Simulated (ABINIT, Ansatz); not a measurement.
# A GW chain in ABINIT: K2H4Pt (I4/mmm), part 2 of 3

How does a plane-wave GW calculation on K2H4Pt (I4/mmm) run from the first input to the gap?

ABINIT 10.8.3; PBEsol and many-body steps on it, plane waves. Known limits of the many-body steps: not at the basis limit; no spin polarisation; d states lean on the start; no spin-orbit coupling; coarse k mesh.

So far. Step 2 (Ground state): The gap is indirect, with the least direct gap 0.04 eV higher.

**3. Bands along the symmetry lines**

Level of this step: DFT, PBEsol, plane waves, norm-conserving pseudopotentials (ABINIT).

The cheap functional maps the bands first; the places of the edges decide which points the dearer methods must see.

The input, run.abi:

```
acell 3*1.0 Angstrom
rprim 
  -2.874560180000 2.874560180000 3.861188830000
  2.874560180000 -2.874560180000 3.861188830000
  2.874560180000 2.874560180000 -3.861188830000
ntypat 3
znucl 19 1 78
natom 7
typat 1 1 2 2 2 2 3
xred 
  0.250000000000 0.750000000000 0.500000000000
  0.750000000000 0.250000000000 0.500000000000
  0.202788050000 0.797211950000 0.000000000000
  0.202788050000 0.202788050000 0.405576100000
  0.797211950000 0.202788050000 0.000000000000
  0.797211950000 0.797211950000 0.594423900000
  0.000000000000 0.000000000000 0.000000000000
pp_dirpath "pseudos"
pseudos "K.upf, H.upf, Pt.upf"
ecut 38
iscf -2
irdden 1
kptopt 0
nkpt 40
kpt 
  0.00000000 0.00000000 0.00000000
  0.00000000 0.00000000 0.12500000
  0.00000000 0.00000000 0.25000000
  0.00000000 0.00000000 0.37500000
  0.00000000 0.00000000 0.50000000
  0.06250000 0.06250000 0.43750000
  0.12500000 0.12500000 0.37500000
  0.18750000 0.18750000 0.31250000
  0.25000000 0.25000000 0.25000000
  0.18750000 0.31250000 0.18750000
  0.12500000 0.37500000 0.12500000
  0.06250000 0.43750000 0.06250000
  0.00000000 0.50000000 0.00000000
  0.00000000 0.37500000 0.00000000
  0.00000000 0.25000000 0.00000000
  0.00000000 0.12500000 0.00000000
  0.00000000 0.00000000 0.00000000
  0.12500000 0.12500000 -0.12500000
  0.25000000 0.25000000 -0.25000000
  0.37500000 0.37500000 -0.37500000
  0.50000000 0.50000000 -0.50000000
  0.47214023 0.52785977 -0.47214023
  0.44428046 0.55571954 -0.44428046
  0.41642068 0.58357932 -0.41642068
  0.38856091 0.61143909 -0.38856091
  -0.38856091 0.38856091 0.38856091
  -0.29142068 0.29142068 0.29142068
  -0.19428045 0.19428045 0.19428045
  -0.09714023 0.09714023 0.09714023
  0.00000000 0.00000000 0.00000000
  0.00000000 0.00000000 0.50000000
  -0.06928046 0.06928046 0.50000000
  -0.13856092 0.13856092 0.50000000
  -0.20784137 0.20784137 0.50000000
  -0.27712183 0.27712183 0.50000000
  0.50000000 0.50000000 -0.27712183
  0.50000000 0.50000000 -0.33284137
  0.50000000 0.50000000 -0.38856092
  0.50000000 0.50000000 -0.44428046
  0.50000000 0.50000000 -0.50000000
istwfk *1
nband 27
nbdbuf 2
tolwfr 1e-08
nstep 40
prtwf 0
prtvol 0
indata_prefix "in"
outdata_prefix "out"
tmpdata_prefix "tmp"
```

Command:

```sh
$ OMP_NUM_THREADS=1 mpirun -n 4 abinit run.abi > log
```

Numbers of over 12 decimals in the logs are rounded to 6 here.

The program printed:

```text
.Version 10.8.3 of ABINIT. v10.8.2 released Aug 2026.

 Symmetries : space group I4/m m m (#139); Bravais tI (body-center tetrag.)
[... echo of the input left out ...]
== DATASET  1 ==================================================================
-   mpi_nproc: 4, omp_nthreads: 1 (-1 if OMP is not activated)

--- !DatasetInfo
iteration_state: {dtset: 1, }
dimensions: {natom: 7, nkpt: 40, mband: 27, nsppol: 1, nspinor: 1, nspden: 1, mpw: 9692, }
cutoff_energies: {ecut:  38.0, pawecutdg:  -1.0, }
electrons: {nelect:   4.00000000E+01, charge:   0.00000000E+00, occopt:   1.00000000E+00, tsmear:   1.00000000E-02, }

 Real(R)+Recip(G) space primitive vectors, cartesian coordinates (Bohr,Bohr^-1):
 R(1)= -5.4321315  5.4321315  7.2965894  G(1)=  0.0000000  0.0920449  0.0685252
 R(2)=  5.4321315 -5.4321315  7.2965894  G(2)=  0.0920449  0.0000000  0.0685252
 R(3)=  5.4321315  5.4321315 -7.2965894  G(3)=  0.0920449  0.0920449  0.0000000
 Unit cell volume ucvol=  8.6123257E+02 bohr^3
 Angles (23,13,12)=  1.18312069E+02  1.18312069E+02  9.29493232E+01 degrees

 getcut: wavevector=  0.0000  0.0000  0.0000  ngfft=  60  60  60
         ecut(hartree)=     38.000   => boxcut(ratio)=   2.04098

--- Pseudopotential description ------------------------------------------------
- K Generated using ONCVPSP code by D. R. Hamann
- 19.00000   9.00000  180301                  znucl, zion, pspdat
12 -116133 2 -1 2250                          pspcod,pspxc,lmax,lloc,mmax
     nproj     2     2     2     0
  pspatm : epsatm=    8.32504554
         --- l  ekb(1:nproj) -->
             0   10.921326    0.816676
             1    4.431000    0.560368
             2   -3.384038   -1.043186
 pspatm: atomic psp has been read  and splines computed

- H Generated using ONCVPSP code by D. R. Hamann
-  1.00000   1.00000  180301                  znucl, zion, pspdat
12 -116133 1 -1 1180                          pspcod,pspxc,lmax,lloc,mmax
     nproj     2     1     0     0
  pspatm : epsatm=    0.35585368
         --- l  ekb(1:nproj) -->
[...]
1   -0.494138
 pspatm: atomic psp has been read  and splines computed

- Pt Generated using ONCVPSP code by D. R. Hamann
- 78.00000  18.00000  180301                  znucl, zion, pspdat
12 -116133 3 -1 1358                          pspcod,pspxc,lmax,lloc,mmax
     nproj     2     2     2     2
  pspatm : epsatm=   26.53983159
         --- l  ekb(1:nproj) -->
[...]
pspatm: atomic psp has been read  and splines computed

--------------------------------------------------------------------------------

================================================================================
 prteigrs : about to open file out_EIG
 Non-SCF case, kpt    1 (  0.00000  0.00000  0.00000), residuals and eigenvalues=
  4.74E-09  4.33E-09  5.81E-09  3.10E-09  7.63E-09  5.36E-09  4.32E-09  3.44E-09
[...]
Non-SCF case, kpt   40 (  0.50000  0.50000 -0.50000), residuals and eigenvalues=
[...]
-1.2295E-01 -1.0538E-01  9.0183E-03  1.8261E-02  1.8261E-02  3.0083E-02
  3.0083E-02  4.0131E-02  1.3660E-01  1.9376E-01  2.6219E-01  2.9120E-01
[...]
--- !ResultsGS
iteration_state: {dtset: 1, }
comment   : Summary of ground state results
lattice_vectors:
- [ -5.4321315,   5.4321315,   7.2965894, ]
- [  5.4321315,  -5.4321315,   7.2965894, ]
- [  5.4321315,   5.4321315,  -7.2965894, ]
lattice_lengths: [  10.59511,   10.59511,   10.59511, ]
lattice_angles: [118.312, 118.312,  92.949, ] # degrees, (23, 13, 12)
lattice_volume:   8.6123257E+02
convergence: {deltae:  0.000E+00, res2:  0.000E+00, residm:  9.999E-09, diffor:  0.000E+00, }
etotal    :  -1.92952678E+02
entropy   :   0.00000000E+00
fermie    :   4.15209961E-02
cartesian_stress_tensor: null
pressure_GPa: null
xred      :
- [  2.5000E-01,   7.5000E-01,   5.0000E-01,  K]
- [  7.5000E-01,   2.5000E-01,   5.0000E-01,  K]
- [  2.0279E-01,   7.9721E-01,   3.2161E-17,  H]
- [  2.0279E-01,   2.0279E-01,   4.0558E-01,  H]
- [  7.9721E-01,   2.0279E-01,  -2.1529E-17,  H]
- [  7.9721E-01,   7.9721E-01,   5.9442E-01,  H]
- [  0.0000E+00,   0.0000E+00,   0.0000E+00, Pt]
cartesian_forces: null
force_length_stats: {min: null, max: null, mean: null, }

 Integrated electronic density in atomic spheres:
 ------------------------------------------------
 Atom  Sphere_radius  Integrated_density
[...]
================================================================================

 ----iterations are completed or convergence reached----

 Mean square residual over all n,k,spin=   63.089E-10; max=  99.990E-10
 reduced coordinates (array xred) for    7 atoms
[...]
cartesian coordinates (angstrom) at end:
    1      2.874560     0.000000     1.930594
    2     -0.000000     2.874560     1.930594
    3      1.708707    -1.708707     3.861189
    4      1.165853     1.165853     0.000000
    5     -1.708707     1.708707     3.861189
    6      1.708707     1.708707     3.861189
    7      0.000000     0.000000     0.000000
 length scales=  1.889726125908  1.889726125908  1.889726125908 bohr
              =  1.000000000000  1.000000000000  1.000000000000 angstroms
 prteigrs : about to open file out_EIG
 Eigenvalues (hartree) for nkpt=  40  k points:
 kpt#   1, nband= 27, wtk=  1.00000, kpt=  0.0000  0.0000  0.0000 (reduced coord)
[...]
kpt#   2, nband= 27, wtk=  1.00000, kpt=  0.0000  0.0000  0.1250 (reduced coord)
[...]
kpt#   3, nband= 27, wtk=  1.00000, kpt=  0.0000  0.0000  0.2500 (reduced coord)
[...]
kpt#  39, nband= 27, wtk=  1.00000, kpt=  0.5000  0.5000 -0.4443 (reduced coord)
[...]
0.29197    0.31394    0.32428
 kpt#  40, nband= 27, wtk=  1.00000, kpt=  0.5000  0.5000 -0.5000 (reduced coord)
[...]
-0.39844   -0.39164   -0.39164   -0.38870   -0.12295   -0.10538    0.00902    0.01826
   0.01826    0.03008    0.03008    0.04013    0.13660    0.19376    0.26219    0.29120
   0.29520    0.31301    0.31301

== END DATASET(S) ==============================================================
================================================================================

 -outvars: echo values of variables after computation  --------
            nband          27
             nkpt          40
          spgroup         139
 [... the other variables as echoed above ...]

 Calculation completed.
```

The job ended after 77 s (4 MPI ranks of Intel Xeon Platinum 8488C (Sapphire Rapids), shared host; peak memory 0.52 GiB; 5.1 min of CPU time).

Numbers from this step:

```
gap                        : 2.585 eV
k of the valence top       : -0.2078, 0.2078, 0.5
k of the conduction bottom : 0.5, 0.5, -0.5
least direct gap           : 2.625 eV
```

The gap is 2.585 eV, −0.002 eV from the run before at this level.

The electronic bands at the labelled points (eV, zero at the top of the highest filled band):

```
     point  band 17  band 18  band 19  band 20  band 21  band 22  band 23  band 24
         Γ    -0.74    -0.34    -0.34    -0.34     4.65     5.18     5.43     6.74
   halfway    -0.67    -0.41    -0.33    -0.09     4.53     4.67     6.40     6.76
         X    -0.57    -0.48    -0.32    -0.02     3.62     4.66     6.40     6.81
   halfway    -0.74    -0.39    -0.32    -0.01     3.46     4.96     6.60     6.98
         P    -0.74    -0.33    -0.33    -0.01     3.33     5.26     7.02     7.02
   halfway    -0.72    -0.35    -0.34    -0.04     3.72     4.94     6.80     7.06
         N    -0.53    -0.40    -0.34    -0.07     4.01     5.07     6.26     6.58
   halfway    -0.66    -0.37    -0.34    -0.16     4.09     5.22     6.21     6.75
         Γ    -0.74    -0.34    -0.34    -0.34     4.65     5.18     5.43     6.74
   halfway    -0.71    -0.33    -0.33    -0.20     3.04     5.48     5.75     6.99
         M    -0.64    -0.31    -0.31    -0.04     2.58     4.14     6.00     6.79
   halfway    -0.62    -0.32    -0.32    -0.03     2.67     4.24     6.07     6.43
         S    -0.58    -0.35    -0.32    -0.02     2.92     4.51     5.86     6.28
jump to S0    -0.58    -0.35    -0.32    -0.02     2.92     4.51     5.86     6.28
   halfway    -0.58    -0.39    -0.34    -0.07     4.32     5.02     6.01     6.40
         Γ    -0.74    -0.34    -0.34    -0.34     4.65     5.18     5.43     6.74
 jump to X    -0.57    -0.48    -0.32    -0.02     3.62     4.66     6.40     6.81
   halfway    -0.63    -0.46    -0.32    -0.01     3.93     4.08     6.76     6.77
         R    -0.68    -0.39    -0.31     0.00     3.23     4.50     5.78     6.46
 jump to G    -0.68    -0.39    -0.31     0.00     3.23     4.50     5.78     6.46
   halfway    -0.66    -0.34    -0.31    -0.03     2.76     4.33     6.14     6.17
         M    -0.64    -0.31    -0.31    -0.04     2.58     4.14     6.00     6.79
```

**4. Empty states on the mesh, 2×2×2 mesh, 249 bands**

The sums over transitions need many empty states on a uniform mesh; this step solves for them.

The input, run.abi:

```
acell 3*1.0 Angstrom
rprim 
  -2.874560180000 2.874560180000 3.861188830000
  2.874560180000 -2.874560180000 3.861188830000
  2.874560180000 2.874560180000 -3.861188830000
ntypat 3
znucl 19 1 78
natom 7
typat 1 1 2 2 2 2 3
xred 
  0.250000000000 0.750000000000 0.500000000000
  0.750000000000 0.250000000000 0.500000000000
  0.202788050000 0.797211950000 0.000000000000
  0.202788050000 0.202788050000 0.405576100000
  0.797211950000 0.202788050000 0.000000000000
  0.797211950000 0.797211950000 0.594423900000
  0.000000000000 0.000000000000 0.000000000000
pp_dirpath "pseudos"
pseudos "K.upf, H.upf, Pt.upf"
ecut 38
ngkpt 2 2 2
nshiftk 1
shiftk 0 0 0
kptopt 1
chksymbreak 0
iscf -2
irdden 1
istwfk *1
nband 249
nbdbuf 22
tolwfr 1e-09
nstep 60
prtvol 0
indata_prefix "in"
outdata_prefix "out"
tmpdata_prefix "tmp"
```

The program printed:

```text
.Version 10.8.3 of ABINIT. v10.8.2 released Aug 2026.

 Symmetries : space group I4/m m m (#139); Bravais tI (body-center tetrag.)
[... echo of the input left out ...]
== DATASET  1 ==================================================================
-   mpi_nproc: 4, omp_nthreads: 1 (-1 if OMP is not activated)

--- !DatasetInfo
iteration_state: {dtset: 1, }
dimensions: {natom: 7, nkpt: 4, mband: 249, nsppol: 1, nspinor: 1, nspden: 1, mpw: 9692, }
cutoff_energies: {ecut:  38.0, pawecutdg:  -1.0, }
electrons: {nelect:   4.00000000E+01, charge:   0.00000000E+00, occopt:   1.00000000E+00, tsmear:   1.00000000E-02, }

 Real(R)+Recip(G) space primitive vectors, cartesian coordinates (Bohr,Bohr^-1):
 R(1)= -5.4321315  5.4321315  7.2965894  G(1)=  0.0000000  0.0920449  0.0685252
 R(2)=  5.4321315 -5.4321315  7.2965894  G(2)=  0.0920449  0.0000000  0.0685252
 R(3)=  5.4321315  5.4321315 -7.2965894  G(3)=  0.0920449  0.0920449  0.0000000
 Unit cell volume ucvol=  8.6123257E+02 bohr^3
 Angles (23,13,12)=  1.18312069E+02  1.18312069E+02  9.29493232E+01 degrees

 getcut: wavevector=  0.0000  0.0000  0.0000  ngfft=  60  60  60
         ecut(hartree)=     38.000   => boxcut(ratio)=   2.04098

--- Pseudopotential description ------------------------------------------------
- K Generated using ONCVPSP code by D. R. Hamann
- 19.00000   9.00000  180301                  znucl, zion, pspdat
12 -116133 2 -1 2250                          pspcod,pspxc,lmax,lloc,mmax
     nproj     2     2     2     0
  pspatm : epsatm=    8.32504554
         --- l  ekb(1:nproj) -->
             0   10.921326    0.816676
             1    4.431000    0.560368
             2   -3.384038   -1.043186
 pspatm: atomic psp has been read  and splines computed

- H Generated using ONCVPSP code by D. R. Hamann
-  1.00000   1.00000  180301                  znucl, zion, pspdat
12 -116133 1 -1 1180                          pspcod,pspxc,lmax,lloc,mmax
     nproj     2     1     0     0
  pspatm : epsatm=    0.35585368
         --- l  ekb(1:nproj) -->
[...]
1   -0.494138
 pspatm: atomic psp has been read  and splines computed

- Pt Generated using ONCVPSP code by D. R. Hamann
- 78.00000  18.00000  180301                  znucl, zion, pspdat
12 -116133 3 -1 1358                          pspcod,pspxc,lmax,lloc,mmax
     nproj     2     2     2     2
  pspatm : epsatm=   26.53983159
         --- l  ekb(1:nproj) -->
[...]
pspatm: atomic psp has been read  and splines computed

--------------------------------------------------------------------------------

================================================================================
 prteigrs : about to open file out_EIG
 Non-SCF case, kpt    1 (  0.00000  0.00000  0.00000), residuals and eigenvalues=
  2.49E-10  6.78E-10  8.67E-10  8.96E-10  3.20E-10  2.48E-10  3.42E-10  3.57E-10
[...]
6.19E-10  6.44E-10  7.56E-10  5.83E-10  4.15E-10  3.28E-10  2.33E-10  7.38E-10
[...]
2.84E-04
 -3.4918E+00 -1.8126E+00 -1.8126E+00 -1.7923E+00 -9.9818E-01 -9.9681E-01
 -3.9760E-01 -3.9667E-01 -3.9667E-01 -3.9257E-01 -3.9257E-01 -3.8981E-01
 -1.4281E-01 -1.0860E-01  1.2886E-02  1.2886E-02  1.4241E-02  2.9047E-02
[...]
2.9183E+00  2.9232E+00  2.9236E+00  2.9236E+00  2.9362E+00  2.9362E+00
  2.9405E+00  2.9405E+00  2.9424E+00  2.9772E+00  2.9776E+00  2.9826E+00
[...]
prteigrs : prtvol=0 or 1, do not print more k-points.

--- !ResultsGS
iteration_state: {dtset: 1, }
comment   : Summary of ground state results
lattice_vectors:
- [ -5.4321315,   5.4321315,   7.2965894, ]
- [  5.4321315,  -5.4321315,   7.2965894, ]
- [  5.4321315,   5.4321315,  -7.2965894, ]
lattice_lengths: [  10.59511,   10.59511,   10.59511, ]
lattice_angles: [118.312, 118.312,  92.949, ] # degrees, (23, 13, 12)
lattice_volume:   8.6123257E+02
convergence: {deltae:  0.000E+00, res2:  0.000E+00, residm:  9.971E-10, diffor:  0.000E+00, }
etotal    :  -1.92952678E+02
entropy   :   0.00000000E+00
fermie    :   4.15209961E-02
cartesian_stress_tensor: null
pressure_GPa: null
xred      :
- [  2.5000E-01,   7.5000E-01,   5.0000E-01,  K]
- [  7.5000E-01,   2.5000E-01,   5.0000E-01,  K]
- [  2.0279E-01,   7.9721E-01,   3.2161E-17,  H]
- [  2.0279E-01,   2.0279E-01,   4.0558E-01,  H]
- [  7.9721E-01,   2.0279E-01,  -2.1529E-17,  H]
- [  7.9721E-01,   7.9721E-01,   5.9442E-01,  H]
- [  0.0000E+00,   0.0000E+00,   0.0000E+00, Pt]
cartesian_forces: null
force_length_stats: {min: null, max: null, mean: null, }

 Integrated electronic density in atomic spheres:
 ------------------------------------------------
 Atom  Sphere_radius  Integrated_density
[...]
================================================================================

 ----iterations are completed or convergence reached----

 Mean square residual over all n,k,spin=   50.324E-11; max=  99.714E-11
 reduced coordinates (array xred) for    7 atoms
[...]
0.797211950000      0.797211950000      0.594423900000
       0.000000000000      0.000000000000      0.000000000000

 cartesian coordinates (angstrom) at end:
    1      2.874560     0.000000     1.930594
    2     -0.000000     2.874560     1.930594
    3      1.708707    -1.708707     3.861189
    4      1.165853     1.165853     0.000000
    5     -1.708707     1.708707     3.861189
    6      1.708707     1.708707     3.861189
    7      0.000000     0.000000     0.000000
 length scales=  1.889726125908  1.889726125908  1.889726125908 bohr
              =  1.000000000000  1.000000000000  1.000000000000 angstroms
 prteigrs : about to open file out_EIG
 Eigenvalues (hartree) for nkpt=   4  k points:
 kpt#   1, nband=249, wtk=  0.12500, kpt=  0.0000  0.0000  0.0000 (reduced coord)
[...]
2.88962    2.88962    2.91826    2.92319    2.92362    2.92362    2.93617    2.93617
   2.94049    2.94049    2.94241    2.97721    2.97764    2.98260    2.98525    2.99793
   3.01494
 prteigrs : prtvol=0 or 1, do not print more k-points.

== END DATASET(S) ==============================================================
================================================================================

 -outvars: echo values of variables after computation  --------
            nband         249
             nkpt           4
          spgroup         139
 [... the other variables as echoed above ...]

 Calculation completed.
```

It took 2.7 min on 4 MPI ranks; peak memory 0.54 GiB; 11 min of CPU time.

Numbers from this step:

```
gap                                                           : 2.606 eV
k of the valence top                                          : 0.5, 0.5, 0
k of the conduction bottom                                    : 0.5, 0.5, 0.5
least direct gap                                              : 2.625 eV
k points computed                                             : 4
lowest point of the top converged band, above the valence top : 73.9856 eV
```

On this mesh the gap is 2.606 eV.

(Part 2 of 3 ends here.)

[Paths, hosts, dates, memory and timing lines, banners, echoed tables and standing remarks are left out of the program output.]

[Logs are printed without paths, hosts, clocks, repeated set-up lines and the standing remarks that a program may print on its own settings, such as how far it seeks lower states.]

[Runs of the session that timed out or met a known fault of the program may be left out.]

[Hosts, paths, dates, database ids (printed as entryN), source tags and the programs' standing remarks are cut or masked in the printed files.]

[G0W0 gaps are taken among the corrected bands and points alone; a level outside them can change the order at an edge.]

[Where Ansatz stands beside ABINIT at settings called matched, ABINIT's density can come from a denser mesh and the files from another edition; pairs whose starting gaps differed by over 0.03 eV were left out, so agreement reads better than it is.]
